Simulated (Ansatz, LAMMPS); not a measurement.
**Structural relaxation of amorphous Si (127 atoms)**

Aim: bring amorphous Si (127 atoms) to a nearby minimum of the energy and see what moves.

Main program and level: Ansatz 0.2.0; Kohn-Sham DFT, r2SCAN, PAW (set soft_2), plane waves.

**What experiment says.** Si-Si coordination number quoted from the high-resolution X-ray diffraction study of Laaziri et al (as quoted in “Relationship between diffraction peak, network topology, and amorphous-forming ability in silicon and silica”, 2021, PMC8590056): number of Si about Si 3.9.

## 1. Set-up

The cell holds 127 atoms: 127 Si. Its edges and angles: a = 13.787 Å, b = 13.787 Å, c = 13.787 Å, α = 90.0°, β = 90.0°, γ = 90.0°. 127 atoms (127 Si) placed at random at 2.26 g/cm³, melted at 2500 K for 20 ps at fixed volume with the modified Tersoff potential (Kumagai, Izumi, Hara and Sakai, Comput. Mater. Sci. 39, 457 (2007)). Quenched from 2500 K to 300 K at 10 K/ps and fixed volume, held 5 ps.

What the set-up can't give: The quench rate of 10 K/ps far exceeds what a furnace or splat quench reaches, so expect more defects and frozen-in strain than in a real sample. The network of bonds at the start is that of the classical potential that made the cell. Only the Γ point is sampled, in a cell whose shortest periodic width is 14 Å.

## 2. Single point at the start

The forces at the start show how far the geometry lies from a minimum of this functional.

Contents of input.yaml:

```yaml
crystal:
  lattice:
    - [13.7871, 0.0, 0.0]
    - [0.0, 13.7871, 0.0]
    - [0.0, 0.0, 13.7871]
  atoms:
    - { symbol: Si, position: [0.315, 0.03086, 0.42704] }
    - { symbol: Si, position: [0.13345, 0.41207, 0.73895] }
    - { symbol: Si, position: [0.61827, 0.65031, 0.69708] }
    - { symbol: Si, position: [0.39799, 0.34713, 0.12447] }
    [... 117 atom lines left out ...]
    - { symbol: Si, position: [0.35316, 0.6085, 0.34707] }
    - { symbol: Si, position: [0.87388, 0.38175, 0.69516] }
    - { symbol: Si, position: [0.84879, 0.58751, 0.82397] }
    - { symbol: Si, position: [0.04089, 0.12419, 0.9396] }
    - { symbol: Si, position: [0.48856, 0.50239, 0.32829] }
    - { symbol: Si, position: [0.24106, 0.52323, 0.64683] }
kpoints:
  mp_grid: { grid: [1, 1, 1] }
hamiltonian:
  xc: r2scan
scf:
  occupations: { method: gaussian, width: 0.025 }
output:
  forces: true
  stress: true
  populations: intrinsic
  dos:
    method: { smearing: { sigma: 0.15 } }
    de: 0.1
    projected: { site_lists: { Si: [Si] } }
  eigenvalues: true
```

The run is started by

```bash
ansatz run input.yaml --threads 4 --pin off --max-ram 8192MiB --backend cpu --events-out ev --progress --plain --runs-dir out
```

It took 1.8 min on 4 threads of Arm Neoverse V2, shared host; peak memory 6.9 GiB; 7 min of CPU time.

Numbers from this run:

```
free energy                                      : -81124.8287 eV
free energy per atom                             : -638.7782 eV/atom
SCF cycles                                       : 12
pressure                                         : -1.748 GPa
r.m.s. force component                           : 0.5447 eV/Å
longest force                                    : 2.026 eV/Å
Fermi energy                                     : 6.197 eV
gap (highest filled to lowest empty level) : 0.0804 eV
```

The r.m.s. force component of 0.54 eV/Å and the pressure of -1.7 GPa set the starting point.

Neighbours are counted within 2.88 Å (Si-Si).

Length of the force by element and coordination:

```
element  coordination  atoms  mean length of the force (eV/Å)  spread  least  most
     Si           all    127                            0.871   0.362  0.160  2.03
     Si             4    121                            0.867   0.357  0.160  2.03
     Si             5      6                            0.961   0.438  0.252  1.58
```

## 3. Relaxation

With the cell held, the atoms are moved downhill towards a nearby minimum.

input.yaml, the sections that differ from step 2:

```yaml
output:
  forces: true
relax:
  f_tol: 0.05
  max_steps: 108
# crystal, kpoints, hamiltonian, scf: as in step 2
```

Run time: 11 min. Hardware: 4 threads; peak memory 6.7 GiB; 42 min of CPU time.

Step by step:

```
step  energy less that of the first step (eV)  largest force component (eV/Å)
   1                                   0.0000                          1.9339
   2                                  -5.2086                          0.5274
   3                                  -6.3227                          0.4424
   4                                  -6.6128                          0.2862
   5                                  -6.7181                          0.4187
   6                                  -6.9066                          0.2410
   7                                  -6.9267                          0.8848
   8                                  -7.0135                          0.1954
   9                                  -7.0443                          0.2046
  10                                  -7.0702                          0.1333
  11                                  -7.0768                          0.0353
  12                                  -7.0768                          0.0353
```

The atoms that moved most (Å):

| atom | dx | dy | dz | length |
| --- | --- | --- | --- | --- |
| Si52 | 0.128 | -0.481 | -0.701 | 0.860 |
| Si50 | 0.201 | -0.635 | 0.067 | 0.669 |
| Si76 | -0.101 | 0.199 | 0.374 | 0.436 |
| Si37 | 0.177 | -0.337 | 0.159 | 0.413 |
| Si7 | 0.235 | -0.309 | 0.103 | 0.402 |
| Si82 | -0.026 | 0.219 | 0.321 | 0.389 |
| Si1 | 0.095 | 0.062 | -0.341 | 0.360 |
| Si24 | 0.049 | -0.336 | -0.018 | 0.340 |

The relaxation changed the energy by -55.7 meV/atom, and atoms moved by 0.22 Å r.m.s., 0.86 Å at most.

## 4. Structure statistics after relaxation

Bonds before and after, by the cutoffs listed below:

```csv
pair,bonds before,bonds after,mean before (Å),mean after (Å),spread before (Å),spread after (Å)
Si-Si,257,254,2.397,2.386,0.083,0.063
```

Density 2.26 g/cm³, 20.64 Å³ an atom.

Pair distribution function in bins of 0.2 Å:

```
r (Å)  total
 2.20   0.37
 2.40   5.13
 2.60   0.28
 2.80   0.02
 3.00   0.01
 3.20   0.14
 3.40   0.57
 3.60   1.58
 3.80   1.88
 4.00   1.88
 4.20   1.35
 4.40   0.94
 4.60   0.88
 4.80   0.82
 5.00   0.69
 5.20   0.74
 5.40   0.85
 5.60   1.06
 5.80   1.11
 6.00   1.09
 6.20   0.95
 6.40   0.92
 6.60   0.92
 6.80   1.02
```

Bonds by pair of elements; cutoffs follow the first minimum of g(r), held within bounds set by covalent radii, and pairs that aren't listed don't count as bonded:

| pair A-B | cutoff (Å) | bonds | mean length (Å) | spread (Å) | shortest (Å) | B about A | A about B |
| --- | --- | --- | --- | --- | --- | --- | --- |
| Si-Si | 2.83 | 254 | 2.39 | 0.063 | 2.27 | 4 | 4 |

How many atoms have how many bonded neighbours:

```
element  mean  3    4  5
     Si     4  1  125  1
```

Bond angles, per cent of each kind in bins of 5°:

```
angle (°)  Si-Si-Si
    65–70       0.1
    70–75       0.0
    75–80       0.1
    80–85       0.9
    85–90       2.5
    90–95       5.2
   95–100      12.1
  100–105      16.1
  105–110      18.1
  110–115      16.3
  115–120      11.8
  120–125       8.4
  125–130       4.1
  130–135       2.8
  135–140       0.9
  140–145       0.4
  145–150       0.0
  150–155       0.0
  155–160       0.1
  160–165       0.1
```

Bond angles (no mean is given where the spread exceeds 20°):

| angle | count | mean (°) | spread (°) |
| --- | --- | --- | --- |
| Si-Si-Si | 763 | 109 | 11.4 |

Bond length by coordination (bonds to H left out):

| element | coordination | atoms | mean bond length (Å) |
| --- | --- | --- | --- |
| Si | 3 | 1 | 2.31 |
| Si | 4 | 125 | 2.38 |
| Si | 5 | 1 | 2.51 |

Rings of the network by King's shortest-path rule, up to 12 atoms, one path for each pair of neighbours; H, halogens, alkali and alkaline-earth atoms are left out, and the last column divides by all other atoms, bonded or not:

```csv
ring size (atoms),rings,per network atom
4,3,0.024
5,54,0.425
6,99,0.78
7,63,0.496
8,3,0.024
```

The first maximum of g(r) stands at about 2.4 Å. Counting bonds as in the table, 98 % of Si atoms have 4 bonded neighbours. The Si-Si-Si angle averages 109° with a spread of 11°. Rings of 6 atoms are the most common (45 % of those counted); sizes run from 4 to 8.

## 5. Single point at the relaxed geometry

The electronic structure is read at the final geometry, in a run of its own.

Contents of input.yaml:

```yaml
crystal:
  lattice:
    - [13.7871, 0.0, 0.0]
    - [0.0, 13.7871, 0.0]
    - [0.0, 0.0, 13.7871]
  atoms:
    - { symbol: Si, position: [0.32192, 0.03535, 0.4023] }
    - { symbol: Si, position: [0.13072, 0.41001, 0.74629] }
    - { symbol: Si, position: [0.6273, 0.65396, 0.70536] }
    - { symbol: Si, position: [0.39719, 0.36368, 0.12493] }
    [... 117 atom lines left out ...]
    - { symbol: Si, position: [0.35557, 0.60286, 0.36076] }
    - { symbol: Si, position: [0.87689, 0.36744, 0.70716] }
    - { symbol: Si, position: [0.85962, 0.58107, 0.8148] }
    - { symbol: Si, position: [0.04101, 0.12867, 0.93931] }
    - { symbol: Si, position: [0.48356, 0.48834, 0.33761] }
    - { symbol: Si, position: [0.23783, 0.52584, 0.65814] }
kpoints:
  mp_grid: { grid: [1, 1, 1] }
hamiltonian:
  xc: r2scan
scf:
  occupations: { method: gaussian, width: 0.025 }
output:
  forces: true
  stress: true
  populations: intrinsic
  dos:
    method: { smearing: { sigma: 0.08 } }
    de: 0.1
    projected: { site_lists: { Si: [Si] } }
  eigenvalues: true
  write_density: true
  write_potential: true
  volumetric_format: npy
  elf: true
```

Wall time 1.8 min (4 threads); peak memory 6.8 GiB.

The run gave:

| Quantity | Value |
| --- | --- |
| free energy | -81131.9055 eV |
| free energy per atom | -638.8339 eV/atom |
| SCF cycles | 10 |
| pressure | -1.565 GPa |
| r.m.s. force component | 0.00646 eV/Å |
| longest force | 0.04143 eV/Å |
| Fermi energy | 6.12 eV |
| gap (highest filled to lowest empty level) | 0.2806 eV |

Intrinsic-atomic-orbital charges by element and coordination:

| element | coordination | atoms | mean charge (e) | spread | least | most |
| --- | --- | --- | --- | --- | --- | --- |
| Si | all | 127 | 0 | 0.0285 | -0.19 | 0.0933 |
| Si | 3 | 1 | -0.19 | 0 | -0.19 | -0.19 |
| Si | 4 | 125 | 0.002 | 0.0225 | -0.0575 | 0.0933 |
| Si | 5 | 1 | -0.0614 | 0 | -0.0614 | -0.0614 |

Density of states as counts of states in windows of 0.5 eV (from the Fermi level), total and the larger projections:

```csv
from (eV),to (eV),total,Si p,Si s
-10,-9.5,27.4,9.1,18.2
-9.5,-9,19.4,7.2,12.1
-9,-8.5,14.0,5.7,8.2
-8.5,-8,14.8,6.6,8.1
-8,-7.5,13.9,6.6,7.2
-7.5,-7,14.4,7.2,7.1
-7,-6.5,15.3,8.1,7.1
-6.5,-6,18.0,10.4,7.4
-6,-5.5,20.0,13.0,6.9
-5.5,-5,15.7,11.3,4.3
-5,-4.5,21.1,17.4,3.4
-4.5,-4,26.6,23.5,2.8
-4,-3.5,32.0,28.9,2.8
-3.5,-3,33.3,30.5,2.4
-3,-2.5,37.5,34.7,2.4
-2.5,-2,37.6,35.0,2.1
-2,-1.5,33.7,31.4,1.7
-1.5,-1,26.3,24.5,1.3
-1,-0.5,18.0,16.5,1.0
-0.5,0,3.4,2.8,0.4
0,0.5,3.9,2.9,0.8
0.5,1,15.3,9.7,4.2
1,1.5,25.9,16.1,6.8
1.5,2,35.6,22.2,8.3
2,2.5,37.5,24.0,7.5
2.5,3,38.9,24.7,6.9
```

The curve was stored every 0.100 eV, coarse against its broadening of 0.08 eV, so these counts are rough.

Between -13 and -10 eV lie 66 more states.

The levels nearest the highest filled one (over half full), pooled over k-points and spins:

```csv
level less the highest filled one (eV),occupation
-0.557,2
-0.479,2
-0.473,2
-0.374,2
-0.352,2
0,2
0.281,0
0.595,0
0.751,0
0.784,0
0.906,0
0.969,0
```

Intrinsic-atomic-orbital charges run from -0.19 to +0.09 e. Within 0.4 eV of the Fermi level the largest share is Si p (83 % of the projected weight).

## 6. Summary of results

```json
{
  "energy change in the relaxation": "-55.72 meV/atom",
  "r.m.s. displacement": "0.224 Å",
  "largest displacement": "0.86 Å",
  "free energy per atom": "-638.8339 eV/atom",
  "pressure": "-1.565 GPa",
  "r.m.s. force component": "0.00646 eV/Å",
  "gap (highest filled to lowest empty level)": "0.2806 eV",
  "wall time of the 3 DFT runs": "14 min"
}
```

In words: Relaxation lowers the energy by 55.7 meV/atom and moves atoms by 0.22 Å r.m.s.; the r.m.s. force component goes from 0.54 to 0.0065 eV/Å, the pressure goes from -1.7 to -1.6 GPa. By the final cutoffs 4 of 257 bonded pairs parted and 1 joined. First to last step the energy falls by 7.077 eV; the largest move, 0.86 Å, is that of Si52. The Si-Si bonds go from 2.397 Å (spread 0.083) to 2.386 Å (spread 0.063), and their number from 257 to 254. Counting bonds as in the table, 98 % of Si atoms have 4 bonded neighbours. The highest filled and lowest empty levels differ by 0.281 eV (at Γ alone); a semilocal functional tends to put such gaps too low. In a disordered cell it changes from sample to sample, and tail or defect levels can set it.

**Limits.** The starting topology of bonds comes from the classical model; in DFT 4 of its 257 bonded pairs passed out of the cutoffs and 1 came within them. The pressure of -1.6 GPa shows the cell to be stretched for this functional.

Calculation beside experiment:

```csv
quantity,measured,this cell,difference,method of the measurement
number of Si about Si,3.9,4,+2.6 %,X-ray diffraction
```

The cell differs from the measured neighbour counts by up to 2.6 %. The network comes from the model that made the cell; in DFT 4 of its 257 bonded pairs passed out of the cutoffs and 1 came within them. Our coordination numbers hang on a cutoff, and experiments count neighbours in their own ways.

[Logs are printed without paths, hosts, clocks, repeated set-up lines and the standing remarks that a program may print on its own settings, such as how far it seeks lower states.]

[Hosts, paths, dates, database ids (printed as entryN), source tags and the programs' standing remarks are cut or masked in the printed files.]
